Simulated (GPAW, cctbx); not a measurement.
# Bonding in FeBi3 as X-rays see it

Question: by how much does bonding change the X-ray structure factors of FeBi3, how firmly does DFT give the change, and what does a routine refinement make of it?

The cell comes from substitution in a known structure type and wasn't matched to any measured phase. All numbers below are calculated.

### 1. Relax the structure

The density hangs on the geometry, so cell and atoms are relaxed first, with the symmetry held. The cutoff is set higher than for the density because stress converges slowly with plane waves.

Settings: GPAW 26.7.0, PBE, 570 eV, 5×5×5 k-points, Fermi–Dirac width 0.1 eV, spin-polarised, BFGS to 0.03 eV/Å.

```text
cell
1.0
     4.532000000    0.000000000    0.000000000
     0.000000000    4.532000000    0.000000000
    -2.266000000   -2.266000000    4.757000000
Bi Fe
3 1
Direct
0.250000000 0.750000000 0.500000000
0.750000000 0.250000000 0.500000000
0.500000000 0.500000000 0.000000000
0.000000000 0.000000000 0.000000000
```

```console
$ OMP_NUM_THREADS=1 mpirun -n 4 gpaw python run.py > gpaw.log
```

```text
BFGS:    0      -20.577175        1.181160
BFGS:    1      -20.631095        1.031100
BFGS:    2      -20.817988        0.125544
BFGS:    3      -20.821033        0.022808
cell  4.7026 4.7026 5.9419  113.31 113.31 90.00
volume 108.900 A^3, largest force 0.000 eV/A, largest stress 0.13 GPa
```

After 3 steps the volume has changed by +11.5 % and the energy by -0.244 eV; the largest stress left is 0.13 GPa. It took 2.1 min on 4 cores of Arm Neoverse V2 (shared host), peak memory 1.2 GiB.

Relaxed structure: I4/mmm (no. 139), a = 4.7026 Å, b = 4.7026 Å, c = 9.8487 Å, α = 90.00°, β = 90.00°, γ = 90.00°.

```csv
atom,mult.,x,y,z
Bi1,4,0,1/2,1/4
Bi2,2,1/2,1/2,0
Fe1,2,0,0,0
```

### 2. Density and charge transfer

X-rays see the whole electron density, so the PAW density is rebuilt with its core regions. Subtracting spherical free atoms from the same code cancels the cores and leaves the deformation density Δρ, the part due to bonding.

Settings: PBE, 450 eV, 6×6×6 k-points, Fermi–Dirac width 0.1 eV, spin-polarised; primitive cell of 4 atoms.

```console
$ OMP_NUM_THREADS=1 mpirun -n 4 gpaw python run.py > gpaw.log
```

```text
|iter:   1|       0s |  -23.358032 | -0.23 |       |  +3.0044|
|iter:   2|       3s |  -20.544286 | -1.30 | -0.86 |  +2.8892|
|iter:   3|       6s |  -20.541727 | -3.10 | -1.60 |  +2.8970|
...
|iter:  20|      53s |  -20.629990c| -5.84 | -4.13c|  +3.0137|
|iter:  21|      56s |  -20.629822c| -7.01 | -4.33c|  +3.0139|
|iter:  22|      59s |  -20.629756c| -7.75c| -4.92c|  +3.0140|
```

```text
gpts.py:43: UserWarning: Initial realspace grid (24,24,30) inconsistent with symmetries.
gpts.py:43: UserWarning: Initial realspace grid (24,24,30) inconsistent with symmetries.
gpts.py:43: UserWarning: Initial realspace grid (24,24,30) inconsistent with symmetries.
gpts.py:43: UserWarning: Initial realspace grid (24,24,30) inconsistent with symmetries.
gpts.py:70: UserWarning: Using symmetrized grid: (30,30,30).
gpts.py:70: UserWarning: Using symmetrized grid: (30,30,30).
gpts.py:70: UserWarning: Using symmetrized grid: (30,30,30).
gpts.py:70: UserWarning: Using symmetrized grid: (30,30,30).
grid (60, 60, 60)  electrons 275.000  moved by bonding 0.499 e
deformation density beyond 0.5 A of the nuclei: max 0.471, min -0.118 e/A^3
atom        x       y       z   Voronoi charge  moment
Bi1    0.2500  0.7500  0.5000      0.039      -0.01
Bi2    0.7500  0.2500  0.5000      0.039      -0.01
Bi3    0.5000  0.5000  0.0000      0.029      -0.02
Fe4    0.0000  0.0000  0.0000     -0.107       2.92
mean inner potential of superposed free atoms 20.673 V
total magnetic moment 3.014 muB
```

Deformation density in a plane through the shortest contact of the Bi atom at the origin, in 0.01 e/Å³ (clipped at ±99); x from -1.6 to 4.9 Å, y from 2.4 down to -2.4 Å:

```text
  0  -1  -2  -1   0  -2  -1   0   0  -1  -2   0  -1  -2  -1   0
  0   0   0   0   0   0   0   0   0   0   0   0   0   0   0   0
  0   0   0   1   1   0   0   0   0   0   0   1   1   0   0   0
  0   0  -1  -1  -1  -1   0   0   0   0  -1  -1  -1  -1   0   0
  0  -1  -2   0   0  -1  -1   0   0  -1  -1   0   0  -2  -1   0
  1  -1   0  -3   .  -1  -2   0   0  -2  -1   .  -3   0  -1   1
  1  -1   0   .   .  -2  -1   1   1  -1  -2   .   .   0  -1   1
  1  -1   0  -3   .  -1  -2   0   0  -2  -1   .  -3   0  -1   1
  0  -1  -2   0   0  -1  -1   0   0  -1  -1   0   0  -2  -1   0
  0   0  -1  -1  -1  -1   0   0   0   0  -1  -1  -1  -1   0   0
  0   0   0   1   1   0   0   0   0   0   0   1   1   0   0   0
  0   0   0   0   0   0   0   0   0   0   0   0   0   0   0   0
  0  -1  -2  -1   0  -2  -1   0   0  -1  -2   0  -1  -2  -1   0
```

Atoms in or within 0.15 Å of the plane: Bi (0.0, 0.0), Bi (3.3, 0.0) Å. Dots mark points within about 0.45 Å of a nucleus; large values next to them are atomic features.

Fe gains most (-0.11 e) and Bi loses most (+0.04 e), in averages over each element's sites, which isn't the order of electronegativity: valence and coordination count too, and Voronoi cells cut space at the midplane whatever the atoms' sizes. Along the shortest contact from the Bi atom at the map's origin, Bi–Bi at 3.33 Å, Δρ is +0.01 e/Å³ at the midpoint: little piles up between the atoms, as is usual in a metallic crystal, which this run finds. At the midpoints of other shortest contacts it is +0.01 (Bi–Fe, 3.33 Å) e/Å³. Point values carry grid noise of about 0.01 e/Å³. The cell's moment is 3.01 μB; the largest inside an atomic sphere is 2.92 μB. The run needed 22 iterations, 67 s.

### 3. From the density to structure factors

The Fourier components of Δρ, added to those of the free atoms, give the static X-ray structure factors; the Mott–Bethe relation turns them into the Fourier components V of the potential that fast electrons feel.

```text
static structure factors of the conventional cell: F in electrons, V (Mott-Bethe) in volts
   h  k  l      d  |F| table  |F| free   |F| DFT   change   |V| free  |V| DFT  change %
   0  0  2  4.9243   109.394   109.227   108.964   -0.263     2.436    2.570      5.5
   1  0  1  4.2437   108.020   107.875   107.612   -0.262     2.321    2.421      4.3
   1  1  0  3.3252   105.043   104.992   104.756   -0.236     2.096    2.151      2.6
   1  1  2  2.7558   471.814   471.497   471.460   -0.036    12.547   12.552      0.0
   1  0  3  2.6919   101.669   101.738   101.558   -0.180     1.870    1.897      1.5
   0  0  4  2.4622   459.615   459.279   459.209   -0.070    11.574   11.583      0.1
   2  0  0  2.3513   454.285   453.946   453.801   -0.145    11.176   11.193      0.2
   2  0  2  2.1218    96.991    97.164    96.954   -0.210     1.595    1.615      1.2
   2  1  1  2.0567    96.313    96.491    96.313   -0.178     1.559    1.575      1.0
   1  1  4  1.9788    95.452    95.634    95.500   -0.134     1.513    1.524      0.7
   1  0  5  1.8168    93.470    93.646    93.408   -0.238     1.414    1.430      1.2
   2  1  3  1.7709    92.854    93.025    92.911   -0.114     1.384    1.392      0.5
   2  0  4  1.7005   411.020   410.797   411.090    0.293     8.471    8.453     -0.2
   2  2  0  1.6626   407.642   407.431   407.675    0.244     8.294    8.280     -0.2
```

The largest X-ray change is +0.29 e on 204, 0.1 % of |F|. For electrons V goes as (Z − F)/g², so a change of F counts against Z − F, which is small at low angle and wherever the atoms' terms cancel: |V| of 002 moves by +5.5 % (2.44 to 2.57 V) against -0.2 % in |F|. The last three rows still change by up to 0.29 e; the table stops while the angles are still low. The tabulated Hartree–Fock atoms differ from the free DFT atoms by up to 0.34 e, so the choice of reference atom matters too.

### 4. Convergence

Cutoff and k-mesh: one is changed at a time, to find what the result needs.

```
         run  ΔF 002 (e)  ΔF 101 (e)  ΔF 105 (e)  q(Fe) (e)  moved (e)     time
450 eV 6×6×6      -0.263      -0.262      -0.238     -0.107      0.499     67 s
250 eV 6×6×6      -0.256      -0.256      -0.247     -0.105      0.441     36 s
350 eV 6×6×6      -0.261      -0.261      -0.240     -0.107      0.480     72 s
750 eV 6×6×6      -0.264      -0.263      -0.239     -0.107      0.507  2.4 min
450 eV 2×2×2      -0.239      -0.297      -0.227     -0.096      0.603     15 s
450 eV 3×3×3      -0.307      -0.256      -0.238     -0.127      0.490     21 s
```

Within 0.01 e of the base on all three: 250 eV 6×6×6, 350 eV 6×6×6 and 750 eV 6×6×6; the cheapest takes 0.54 of the base's time. The largest error, 0.044 e, comes with 450 eV 3×3×3. The moved charge is off by up to 21 % among these runs. Times are from shared hosts.

### 5. Refining ordinary atoms against data with bonding

Routine crystallography fits spherical atoms. To see the bias, intensities are simulated from tabulated atoms plus the DFT change ΔF, so that bonding alone can misfit (5020 reflections of the full sphere, merged to the counts below, to 0.45 Å, 0.5 % proportional noise plus counting noise, assumed isotropic U as listed, Δρ smeared by the mean U) and refined with cctbx over different ranges.

```
                    range  data      R1  GooF  U Bi1 (true 0.0067)  U Bi2 (true 0.0067)  U Fe1 (true 0.0104)  largest shift (Å)  Δρ max, min (e/Å³)
                 all data   409  0.0031  0.98               0.0067               0.0067               0.0104             0.0000         0.55, -0.51
 low resolution, d > 0.84    76  0.0021  0.91               0.0067               0.0067               0.0102             0.0000         0.21, -0.16
     high order, d < 0.75   308  0.0038  1.00               0.0067               0.0067               0.0104             0.0000         0.54, -0.40
occupancies free, d > 0.7   124  0.0022  0.92               0.0067               0.0067               0.0106             0.0000         0.33, -0.28
```

With all data GooF is 0.98, so at this noise the bonding hardly shows; the top residual peak lies 0.39 Å from Fe and 3.13 Å from Bi. No U is off by more than 3 s.u. at low resolution. Symmetry fixes every coordinate, so the shifts are zero by construction. With Bi1 held at 1 and the scale free, the other occupancies refine to Bi2 1.001(0.001) and Fe1 1.007(0.003), within three s.u. of full.

### 6. Answer

Bonding moves 0.50 e in the primitive cell of FeBi3 and changes the structure factors of the conventional cell in the table above by at most 0.29 e (204, 0.1 %), and among reflections above 2 % of the strongest by up to 0.3 % (105). The shortest bond, Bi–Bi, has Δρ = +0.01 e/Å³ at its midpoint, with no localised bond charge. Within 0.01 e of the base on all three: 250 eV 6×6×6, 350 eV 6×6×6 and 750 eV 6×6×6; the cheapest takes 0.54 of the base's time. The largest error, 0.044 e, comes with 450 eV 3×3×3. The moved charge is off by up to 21 % among these runs. With all data GooF is 0.98, so at this noise the bonding hardly shows. Limits: static density, frozen cores, no spin–orbit coupling; a ferromagnetic start is the only order tried, and the real ground state may be antiferromagnetic or insulating.

[Outputs are excerpts: Python notices, other lines and further rows are left out; steps that failed or that the build refused (PBEsol, TPSS) are not shown.]

[Logs are printed without paths, hosts, clocks, repeated set-up lines and the standing remarks that a program may print on its own settings, such as how far it seeks lower states.]
